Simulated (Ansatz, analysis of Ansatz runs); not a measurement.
# Moving an added hole between O sites in Na2MoO4 (Fd-3m)

Question: does an added hole stay on the O atom where it is started in Na2MoO4 (Fd-3m), and if so, how high is the barrier for a hop to another O site nearby? Model: a cell of 56 host atoms.

Calculated with Ansatz 0.2.0; plane-wave PAW DFT, PBEsol+U; relaxation of all atoms of a supercell at fixed charge in a uniform background; PAW set soft_1.

## (1) Set-up

The cell holds 56 atoms: 16 Na, 8 Mo and 32 O. Cell: a = 9.086 Å, b = 9.086 Å, c = 9.086 Å, α = 90.0°, β = 90.0°, γ = 90.0°. It derives from Na2MoO4 (space group Fd-3m). Nearest the centre at fractional (0.512, 0.625, 0.738): O44 at 1.61 Å, O30 at 1.61 Å, Na14 at 1.76 Å, Mo20 at 2.44 Å, Mo24 at 2.44 Å, O39 at 2.61 Å, O48 at 2.61 Å, Na7 at 2.79 Å.

Hubbard terms: O p 6.0 eV. They were chosen, not fitted, to curb self-interaction in the shells named, the trial site's among them. The two sites are O30 and O44. The cell's shortest repeat is 9.1 Å.

## (2) The cell without the carrier

The neutral cell is relaxed first, from small random displacements, so that bond lengths and moments with the carrier can be set beside those of a relaxed cell without it.

File neutral.relax/input.yaml:

```yaml
crystal:
  lattice:
    - [9.08595436, 0.0, 0.0]
    - [0.0, 9.08595436, 0.0]
    - [0.0, 0.0, 9.08595436]
  atoms:
    - { symbol: Na, position: [0.125, 0.125, 0.125] }
    - { symbol: Na, position: [0.125, 0.625, 0.625] }
    - { symbol: Na, position: [0.625, 0.125, 0.625] }
    - { symbol: Na, position: [0.625, 0.625, 0.125] }
    - { symbol: Na, position: [0.125, 0.375, 0.375] }
    - { symbol: Na, position: [0.125, 0.875, 0.875] }
    - { symbol: Na, position: [0.625, 0.375, 0.875] }
    - { symbol: Na, position: [0.625, 0.875, 0.375] }
    - { symbol: Na, position: [0.375, 0.375, 0.125] }
    - { symbol: Na, position: [0.375, 0.875, 0.625] }
    - { symbol: Na, position: [0.875, 0.375, 0.625] }
    - { symbol: Na, position: [0.875, 0.875, 0.125] }
    - { symbol: Na, position: [0.375, 0.125, 0.375] }
    - { symbol: Na, position: [0.375, 0.625, 0.875] }
    - { symbol: Na, position: [0.875, 0.125, 0.875] }
    - { symbol: Na, position: [0.875, 0.625, 0.375] }
    - { symbol: Mo, position: [0.0, 0.0, 0.5] }
    - { symbol: Mo, position: [0.0, 0.5, 0.0] }
    - { symbol: Mo, position: [0.5, 0.0, 0.0] }
    - { symbol: Mo, position: [0.5, 0.5, 0.5] }
    - { symbol: Mo, position: [0.25, 0.25, 0.75] }
    - { symbol: Mo, position: [0.25, 0.75, 0.25] }
    - { symbol: Mo, position: [0.75, 0.25, 0.25] }
    - { symbol: Mo, position: [0.75, 0.75, 0.75] }
    - { symbol: O, position: [0.362752, 0.362752, 0.862752] }
    - { symbol: O, position: [0.362752, 0.862752, 0.362752] }
    - { symbol: O, position: [0.862752, 0.362752, 0.362752] }
    - { symbol: O, position: [0.862752, 0.862752, 0.862752] }
    - { symbol: O, position: [0.387248, 0.112752, 0.112752] }
    - { symbol: O, position: [0.387248, 0.612752, 0.612752] }
    - { symbol: O, position: [0.887248, 0.112752, 0.612752] }
    - { symbol: O, position: [0.887248, 0.612752, 0.112752] }
    - { symbol: O, position: [0.112752, 0.112752, 0.387248] }
    - { symbol: O, position: [0.112752, 0.612752, 0.887248] }
    - { symbol: O, position: [0.612752, 0.112752, 0.887248] }
    - { symbol: O, position: [0.612752, 0.612752, 0.387248] }
    - { symbol: O, position: [0.112752, 0.387248, 0.112752] }
    - { symbol: O, position: [0.112752, 0.887248, 0.612752] }
    - { symbol: O, position: [0.612752, 0.387248, 0.612752] }
    - { symbol: O, position: [0.612752, 0.887248, 0.112752] }
    - { symbol: O, position: [0.137248, 0.137248, 0.862752] }
    - { symbol: O, position: [0.137248, 0.637248, 0.362752] }
    - { symbol: O, position: [0.637248, 0.137248, 0.362752] }
    - { symbol: O, position: [0.637248, 0.637248, 0.862752] }
    - { symbol: O, position: [0.137248, 0.362752, 0.637248] }
    - { symbol: O, position: [0.137248, 0.862752, 0.137248] }
    - { symbol: O, position: [0.637248, 0.362752, 0.137248] }
    - { symbol: O, position: [0.637248, 0.862752, 0.637248] }
    - { symbol: O, position: [0.387248, 0.387248, 0.387248] }
    - { symbol: O, position: [0.387248, 0.887248, 0.887248] }
    - { symbol: O, position: [0.887248, 0.387248, 0.887248] }
    - { symbol: O, position: [0.887248, 0.887248, 0.387248] }
    - { symbol: O, position: [0.362752, 0.137248, 0.637248] }
    - { symbol: O, position: [0.362752, 0.637248, 0.137248] }
    - { symbol: O, position: [0.862752, 0.137248, 0.137248] }
    - { symbol: O, position: [0.862752, 0.637248, 0.637248] }
basis:
  ecutwfc: 420
  xc_grid: 2
hamiltonian:
  xc: pbesol
  hubbard:
    sites: [{ species: O, l: p, u_eff: 6.0 }]
    projectors: ortho-atomic
  pseudopotentials: { kind: paw, azcp: { folder: soft_1 }, xc_functional: pbe }
kpoints:
  mp_grid: { grid: [1, 1, 1] }
scf:
  occupations: { method: fermi_dirac, width: 0.01 }
  max_iter: 120
  lower_state_search: "off"
output:
  forces: true
relax:
  f_tol: 0.02
  max_steps: 70
  random_displacement: { amplitude: 0.04, seed: 5584 }
checkpoint:
  write: "../neutral.relax.run"
  compress: false
  write_wavefunctions: true
  write_every: 100000
```

The run is started by

```
ansatz run input.yaml --threads 8 --pin off --max-ram 18841MiB --backend cpu --events-out ev --progress --plain --runs-dir out
```

Numbers of over 12 decimals in the logs are rounded to 6 here.

The program printed:

```text
[... repeated set-up lines and file paths are left out, and long positions are rounded to six places ...]
Engine: ansatz 0.2.0, aarch64-unknown-linux-gnu
Pseudopotentials: kind: paw
Pseudopotential: Na, paw, valence charge 9, recommended cutoff 420 eV (normal), soft_1/Na.paw.azcp
Pseudopotential: Mo, paw, valence charge 14, recommended cutoff 420 eV (normal), soft_1/Mo.paw.azcp
Pseudopotential: O, paw, valence charge 6, recommended cutoff 420 eV (normal), soft_1/O.paw.azcp
Functional definition: PBEsol
  exchange = pbesol_x
  correlation = pbesol_c
Crystal: 56 atoms, lattice volume = 750.087 Å³
Basis set: ecut = 420 eV, 14771 PW (Γ), exchange–correlation on 128×128×128 points (8 copies of the dense FFT grid, shifted against one another)
Bands: 280, of which v1, the nominal top of the filled ones, is band 224 counted from 1 (223 counted from 0)
Symmetry: 1 space group operations
k-points: 1
Non-local potential: Na, projectors of the file, l = 0: 3, l = 1: 2, l = 2: 1
Non-local potential: Mo, projectors of the file, l = 0: 3, l = 1: 2, l = 2: 2, l = 3: 1
Non-local potential: O, projectors of the file, l = 0: 2, l = 1: 2, l = 2: 1
PAW form: soft (Blöchl's): semilocal exchange-correlation on the pseudo side does not see the compensation charge
PAW frozen core: Na, regenerated for the run's functional, and the local potential with it (the file was generated under x = pbe(κ = 0.804, μ = 0.219515), c = pbe(β = 0.066725))
PAW frozen core: Mo, regenerated for the run's functional, and the local potential with it (the file was generated under x = pbe(κ = 0.804, μ = 0.219515), c = pbe(β = 0.066725))
[...]
[... 3 atoms left out ...]
  atom  24  Mo    -0.00136660     0.00056784    -0.00057255
  [... 5 atoms left out ...]
  atom  30  O     -0.00158245    -0.00016613    -0.00232721
  [... 8 atoms left out ...]
  atom  39  O     -0.00361310     0.00373669    -0.00259184
  [... 4 atoms left out ...]
  atom  44  O      0.00256939     0.00093689    -0.00248176
[...]
atom  48  O     -0.00139121     0.00147990    -0.00241707
  [... 1 atom left out ...]
  atom  50  O      0.00305913     0.00282116    -0.00000726
[...]
max |Σ_I F_I| component: 3.77e-4 eV/Å
--- Band table (eV) ---
  k-point 0: bands = ["-57.4794", "-57.4732", "-57.4731", "-57.4727", [... 272 left out ...] "13.9979", "13.9985", "14.2049", "14.3621"]
Occupation matrices written to <dir>
--- Relaxed structure (4 steps of the walk, 4 accepted, 0 SCFs on fresh bases) ---
  F+E_penalty+E_count = -80692.40011003 eV   max|allowed force component| = 7.556e-3 eV/Å
  atoms:
    - { symbol: Na, position: [0.124640, 0.125450, 0.124800] }
    - { symbol: Na, position: [0.124612, 0.625469, 0.625040] }
[...]
- { symbol: Na, position: [0.624642, 0.375260, 0.875074] }
[...]
- { symbol: Na, position: [0.374369, 0.875552, 0.624950] }
[...]
- { symbol: Na, position: [0.374735, 0.625700, 0.875096] }
[...]
- { symbol: Mo, position: [0.499708, 0.500355, 0.500150] }
[...]
- { symbol: Mo, position: [0.749620, 0.750420, 0.750160] }
[...]
- { symbol: O, position: [0.387595, 0.612540, 0.612302] }
    [... 8 atoms left out ...]
    - { symbol: O, position: [0.611852, 0.388136, 0.612279] }
    [... 4 atoms left out ...]
    - { symbol: O, position: [0.637445, 0.638278, 0.862329] }
    [... 3 atoms left out ...]
    - { symbol: O, position: [0.637455, 0.862519, 0.637990] }
    [... 1 atom left out ...]
    - { symbol: O, position: [0.387294, 0.888287, 0.887850] }
    [... 6 atoms left out ...]
[key lines of the parts left out:]
SCF converged after 5 iterations
Free energy (F): -80692.400110 eV
Fermi energy:    4.864051 eV
```

Elapsed: 13 s, on 8 threads of Arm Neoverse V2, shared host; peak memory 1 GiB.

The largest displacement from an ideal site is 0.011 Å.

## (3) The hole on the first site

The nearest neighbour or neighbours of the site start displaced and the site's starting moment is changed by the carrier's spin, since a carrier doesn't trap itself in the undistorted lattice.

File A.relax/input.yaml:

```yaml
crystal:
  lattice:
    - [9.08595436, 0.0, 0.0]
    - [0.0, 9.08595436, 0.0]
    - [0.0, 0.0, 9.08595436]
  atoms:
    - { symbol: Na, position: [0.12464, 0.12545, 0.1248] }
    - { symbol: Na, position: [0.124612, 0.625469, 0.62504] }
    - { symbol: Na, position: [0.624796, 0.12538, 0.624995] }
    - { symbol: Na, position: [0.62459, 0.625404, 0.125003] }
    - { symbol: Na, position: [0.124628, 0.375626, 0.374891] }
    - { symbol: Na, position: [0.124591, 0.87553, 0.874926] }
    - { symbol: Na, position: [0.624642, 0.37526, 0.875074] }
    - { symbol: Na, position: [0.624271, 0.875259, 0.374944] }
    - { symbol: Na, position: [0.374688, 0.375634, 0.125095] }
    - { symbol: Na, position: [0.374369, 0.875552, 0.62495] }
    - { symbol: Na, position: [0.874464, 0.375511, 0.624786] }
    - { symbol: Na, position: [0.874596, 0.875775, 0.124917] }
    - { symbol: Na, position: [0.374586, 0.125581, 0.374966] }
    - { symbol: Na, position: [0.374735, 0.6257, 0.875096] }
    - { symbol: Na, position: [0.87478, 0.12562, 0.874683] }
    - { symbol: Na, position: [0.87447, 0.625504, 0.374993] }
    - { symbol: Mo, position: [-0.000459, 0.000597, 0.499989] }
    - { symbol: Mo, position: [-0.000419, 0.50071, 0.000177] }
    - { symbol: Mo, position: [0.499491, 0.00043, -7.0e-06] }
    - { symbol: Mo, position: [0.512365, 0.487698, 0.487493] }
    - { symbol: Mo, position: [0.249518, 0.250587, 0.749989] }
    - { symbol: Mo, position: [0.249593, 0.75056, 0.250195] }
    - { symbol: Mo, position: [0.749523, 0.250426, 0.249916] }
    - { symbol: Mo, position: [0.74962, 0.75042, 0.75016] }
    - { symbol: O, position: [0.361674, 0.362635, 0.862227] }
    - { symbol: O, position: [0.361826, 0.862637, 0.362359] }
    - { symbol: O, position: [0.86166, 0.362603, 0.362035] }
    - { symbol: O, position: [0.861741, 0.862654, 0.862277] }
    - { symbol: O, position: [0.387335, 0.112588, 0.112124] }
    - { symbol: O, position: [0.387595, 0.61254, 0.612302], spin: 1.0 }
    - { symbol: O, position: [0.887382, 0.112814, 0.612131] }
    - { symbol: O, position: [0.887414, 0.612839, 0.112362] }
    - { symbol: O, position: [0.111694, 0.1127, 0.387809] }
    - { symbol: O, position: [0.111769, 0.612863, 0.888059] }
    - { symbol: O, position: [0.611737, 0.112524, 0.88784] }
    - { symbol: O, position: [0.611887, 0.612509, 0.388027] }
    - { symbol: O, position: [0.111726, 0.388554, 0.112339] }
    - { symbol: O, position: [0.111767, 0.888484, 0.612135] }
    - { symbol: O, position: [0.611852, 0.388136, 0.612279] }
    - { symbol: O, position: [0.611541, 0.888274, 0.112233] }
    - { symbol: O, position: [0.137248, 0.138459, 0.862117] }
    - { symbol: O, position: [0.137389, 0.638451, 0.362365] }
    - { symbol: O, position: [0.63744, 0.138205, 0.362071] }
    - { symbol: O, position: [0.637445, 0.638278, 0.862329] }
    - { symbol: O, position: [0.137478, 0.362796, 0.637773] }
    - { symbol: O, position: [0.137518, 0.862774, 0.138028] }
    - { symbol: O, position: [0.637234, 0.362587, 0.137873] }
    - { symbol: O, position: [0.637455, 0.862519, 0.63799] }
    - { symbol: O, position: [0.387541, 0.388273, 0.387942] }
    - { symbol: O, position: [0.387294, 0.888287, 0.88785] }
    - { symbol: O, position: [0.887452, 0.38857, 0.888004] }
    - { symbol: O, position: [0.887372, 0.888402, 0.387939] }
    - { symbol: O, position: [0.361671, 0.138413, 0.637891] }
    - { symbol: O, position: [0.361729, 0.638352, 0.138089] }
    - { symbol: O, position: [0.861704, 0.138345, 0.137713] }
    - { symbol: O, position: [0.861819, 0.63829, 0.638029] }
total_charge: 1
basis:
  ecutwfc: 420
  xc_grid: 2
hamiltonian:
  xc: pbesol
  hubbard:
    sites: [{ species: O, l: p, u_eff: 6.0 }]
    projectors: ortho-atomic
  pseudopotentials: { kind: paw, azcp: { folder: soft_1 }, xc_functional: pbe }
kpoints:
  mp_grid: { grid: [1, 1, 1] }
magnetization:
  spin_polarized: true
  initial_magnetization: 1
  spin_locking: { lock_magnetization: hard }
scf:
  occupations: { method: fermi_dirac, width: 0.01 }
  max_iter: 120
  lower_state_search: "off"
output:
  forces: true
relax:
  f_tol: 0.015
  max_steps: 70
  escape_saddle: false
checkpoint:
  write: "../A.relax.run"
  compress: false
  write_wavefunctions: true
  write_every: 100000
```

The program printed:

```text
[...]
Crystal: 56 atoms, lattice volume = 750.087 Å³
Basis set: ecut = 420 eV, 14771 PW (Γ), exchange–correlation on 128×128×128 points (8 copies of the dense FFT grid, shifted against one another)
Bands: 280, of which v1, the nominal top of the filled ones, is band 224 counted from 1 (223 counted from 0)
Symmetry: 1 space group operations
[...]
k-points: 1
[...]
Starting moments: Σ|m| = 1 μB on 1 of 56 sites
[...]
SCF iter   1: F=—  HF=-80739.387244 eV  |F-HF|=—  |Δ(HF+E_count)|=         —  Δρ=6.70e-2 (↑6.70e-2 ↓6.70e-2)  dr2=2.26e2  dr2_m=8.14e-2  M=1.000 μB ∫|m|=1.160 μB  β_m=0.30  ethr=3.10e-3  ⟨swp⟩=6.0  Hψ=2035  notcnv=0
[...]
spin=Collinear: Kerker preconditioning applied to the charge; magnetization (m = ρ↑ − ρ↓) channel mixes plain (no charge-response kernel on spin).
SCF iter   2: F=—  HF=-80718.141556 eV  |F-HF|=—  |Δ(HF+E_count)|=    2.12e1  Δρ=4.31e-2 (↑4.18e-2 ↓4.31e-2)  dr2=1.08e2  dr2_m=2.31e-1  M=1.000 μB ∫|m|=1.218 μB  β_m=0.53  ethr=3.10e-3  ⟨swp⟩=3.0  Hψ=1031  notcnv=0  defer=94
[...]
SCF iter  13: F=-80695.447854 eV  HF=-80695.447854 eV  |F-HF|=4.47e-8  |Δ(HF+E_count)|=   5.88e-7  Δρ=4.80e-6 (↑3.62e-6 ↓4.80e-6)  dr2=2.20e-7  dr2_m=6.57e-8  M=1.000 μB ∫|m|=1.256 μB  ethr=9.84e-10  ⟨swp⟩=1.0  Hψ=1281  notcnv=0
SCF 1 converged in 13 iterations: F = -80695.447854 eV  dr2 = 2.20e-7
[...]
relax step   1: F+E_penalty+E_count = -80695.44785411 eV  Δ(F+E_penalty+E_count) = +0.000e0 eV  max|allowed force component| = 1.329e0 eV/Å  Δτ_max = 0.0000 Å  (13 SCF iters, dr2 threshold 5.63e-6 eV, accepted)
[...]
relax step   2: F+E_penalty+E_count = -80695.84972770 eV  Δ(F+E_penalty+E_count) = -4.019e-1 eV  max|allowed force component| = 4.866e-1 eV/Å  Δτ_max = 0.1126 Å  (7 SCF iters, dr2 threshold 1.00e-4 eV, accepted)
relax step   3: F+E_penalty+E_count = -80695.89872758 eV  Δ(F+E_penalty+E_count) = -4.900e-2 eV  max|allowed force component| = 1.410e-1 eV/Å  Δτ_max = 0.0284 Å  (6 SCF iters, dr2 threshold 1.48e-5 eV, accepted)
relax step   4: F+E_penalty+E_count = -80695.91192899 eV  Δ(F+E_penalty+E_count) = -1.320e-2 eV  max|allowed force component| = 2.671e-2 eV/Å  Δτ_max = 0.0312 Å  (8 SCF iters, dr2 threshold 1.67e-6 eV, accepted)
SCF iter   1: F=—  HF=-80695.910779 eV  |F-HF|=—  |Δ(HF+E_count)|=         —  Δρ=3.56e-4 (↑2.61e-4 ↓3.56e-4)  dr2=1.24e-3  dr2_m=1.31e-4  M=1.000 μB ∫|m|=1.242 μB  β_m=0.30  ethr=2.83e-6  ⟨swp⟩=5.5  Hψ=1338  notcnv=0  defer=104
[...]
SCF iter   9: F=-80695.912388 eV  HF=-80695.912388 eV  |F-HF|=1.05e-8  |Δ(HF+E_count)|=   3.86e-8  Δρ=1.36e-6 (↑3.23e-7 ↓1.36e-6)  dr2=6.74e-9  dr2_m=3.52e-9  M=1.000 μB ∫|m|=1.242 μB  ethr=2.73e-12  ⟨swp⟩=1.0  Hψ=1422  notcnv=0
SCF 5 converged in 9 iterations: F = -80695.912388 eV  dr2 = 6.74e-9
relax step   5: F+E_penalty+E_count = -80695.91238764 eV  Δ(F+E_penalty+E_count) = -4.586e-4 eV  max|allowed force component| = 1.309e-2 eV/Å  Δτ_max = 0.0052 Å  (9 SCF iters, accepted)
NSCF: frozen V_eff on 1 k-points
[...]
SCF converged after 9 iterations
Stability checked in part: among states of this total moment the steps that led to this state did not find it unstable. No probe was made; neither looks for a lower state of another moment (fixed_total_moment; see scf.lower_state_search)
Magnetization: 1.0000 μB (224.0000 up, 223.0000 down)
Absolute magnetization: 1.2421 μB (∫|ρ↑−ρ↓|, with the PAW one-centre terms)
[...]
Per-site moments (μB) at R_I (Å): [(-2.1164044418133393e-6, 0.985499), (0.000658493, 0.950210), (2.4281957809362066e-5, 0.972864), [... 53 left out ...]
Free energy (F): -80695.912388 eV
[...]
Internal energy: -80695.912388 eV  (E = F + TS)
E sigma→0 (E₀):  -80695.912388 eV
Fermi energy:    3.699530 (↑ 4.444964, ↓ 3.696441) eV
[...]
--- Forces (eV/Å), atoms counted from 1 ---
  atom   1  Na     0.00093231     0.00259009     0.00262523
  atom   2  Na    -0.00017420     0.00212776     0.00141836
  [... 4 atoms left out ...]
  atom   7  Na    -0.00244070     0.00268309    -0.00055314
  [... 2 atoms left out ...]
  atom  10  Na    -0.00158315     0.00069825     0.00171108
  [... 3 atoms left out ...]
  atom  14  Na    -0.00179128     0.00143195    -0.00475584
  [... 5 atoms left out ...]
  atom  20  Mo    -0.00651774     0.00809865    -0.00259712
  [... 3 atoms left out ...]
  atom  24  Mo    -0.00186378     0.01166433     0.00622760
  atom  25  O      0.00334152     0.00015942     0.00118139
  [... 4 atoms left out ...]
  atom  30  O      0.00274960    -0.00307911    -0.00150776
  [... 8 atoms left out ...]
  atom  39  O      0.00567091    -0.00566359     0.00760750
  [... 4 atoms left out ...]
  atom  44  O      0.00018205    -0.00289868     0.00077199
  [... 3 atoms left out ...]
  atom  48  O      0.00268604    -0.00485927    -0.00034002
  [... 8 atoms left out ...]
  max |Σ_I F_I| component: 1.45e-4 eV/Å
--- Band table (eV) ---
[...]
Occupation matrices written to <dir>
--- Relaxed structure (5 steps of the walk, 5 accepted, 0 SCFs on fresh bases) ---
  F+E_penalty+E_count = -80695.91238764 eV   max|allowed force component| = 1.309e-2 eV/Å
  atoms:
    - { symbol: Na, position: [0.124603, 0.125503, 0.124273] }
    - { symbol: Na, position: [0.107801, 0.633432, 0.629051] }
    [... 4 atoms left out ...]
    - { symbol: Na, position: [0.628232, 0.371932, 0.880069] }
    [... 2 atoms left out ...]
    - { symbol: Na, position: [0.366639, 0.892489, 0.629310] }
    [... 3 atoms left out ...]
    - { symbol: Na, position: [0.370703, 0.629696, 0.889827] }
    [... 5 atoms left out ...]
    - { symbol: Mo, position: [0.508400, 0.491260, 0.494675] }
    [... 3 atoms left out ...]
    - { symbol: Mo, position: [0.743849, 0.747286, 0.747677] }
    - { symbol: O, position: [0.366886, 0.368101, 0.858230] }
    [... 4 atoms left out ...]
    - { symbol: O, position: [0.384672, 0.615092, 0.618566] }
    [... 8 atoms left out ...]
    - { symbol: O, position: [0.617479, 0.382326, 0.605588] }
    [... 4 atoms left out ...]
    - { symbol: O, position: [0.632264, 0.633248, 0.858490] }
    [... 3 atoms left out ...]
    - { symbol: O, position: [0.626811, 0.853881, 0.634028] }
    [... 8 atoms left out ...]
```

The job ended after 31 s (8 threads; peak memory 1.5 GiB).

Relaxation path:

| step | energy less that of the first step (eV) | largest force component (eV/Å) |
| --- | --- | --- |
| 1 | 0.0000 | 1.3286 |
| 2 | -0.4019 | 0.4866 |
| 3 | -0.4509 | 0.1410 |
| 4 | -0.4641 | 0.0267 |
| 5 | -0.4645 | 0.0131 |

The atoms that moved most (Å):

| atom | dx | dy | dz | length |
| --- | --- | --- | --- | --- |
| Na10 | -0.070 | 0.154 | 0.040 | 0.174 |
| Na2 | -0.153 | 0.072 | 0.036 | 0.173 |
| Na14 | -0.037 | 0.036 | 0.134 | 0.143 |
| O48 | -0.097 | -0.078 | -0.036 | 0.130 |
| O45 | 0.080 | 0.095 | -0.035 | 0.129 |
| O39 | 0.051 | -0.053 | -0.061 | 0.095 |
| Na11 | 0.079 | -0.027 | 0.007 | 0.084 |
| Na3 | 0.025 | -0.078 | 0.005 | 0.082 |

The moves above count from the input, in which the site's nearest neighbours were already displaced; the distances below compare with the cell without the carrier.

Distances from O30 without and with the hole:

| atom | without (Å) | with (Å) |
| --- | --- | --- |
| Mo20 | 1.76 | 1.95 |
| Na14 | 2.39 | 2.47 |
| Na2 | 2.40 | 2.52 |
| Na10 | 2.40 | 2.53 |

The largest changes of the moments are 0.78 μB on O30, 0.05 μB on O36 and 0.04 μB on O49. The largest part sits on the chosen site.

(Continued in part 2 of 2.)

[Logs are printed without paths, hosts, clocks, repeated set-up lines and the standing remarks that a program may print on its own settings, such as how far it seeks lower states.]

[Hosts, paths, dates, database ids (printed as entryN), source tags and the programs' standing remarks are cut or masked in the printed files.]
